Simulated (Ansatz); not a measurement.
Reflectivity of SrPd2N2 (I4/mmm) at normal incidence (Ansatz, PBEsol, independent particles, without spin-orbit coupling, line width 0.1 eV (Gaussian), carrier damping 0.05 eV):

| E (eV) | R (%) |
| --- | --- |
| 1.00 | 69.2 |
| 1.25 | 62.0 |
| 1.50 | 54.9 |
| 1.75 | 42.8 |
| 2.00 | 43.0 |
| 2.25 | 45.8 |
| 2.50 | 55.9 |
| 2.75 | 61.6 |
| 3.00 | 56.4 |
| 3.25 | 55.0 |
| 3.50 | 45.0 |
| 3.75 | 32.5 |
| 4.00 | 36.5 |
| 4.25 | 37.7 |
| 4.50 | 30.7 |
| 4.75 | 22.9 |
| 5.00 | 22.8 |

**Question.** What colour would a polished face show in daylight?

**Answer.** Faintly blue: CIE x = 0.294, y = 0.305, luminous reflectivity 48 % under D65, from the mean over the axes.

Cells made by substitution are models, which may or may not match a known phase.
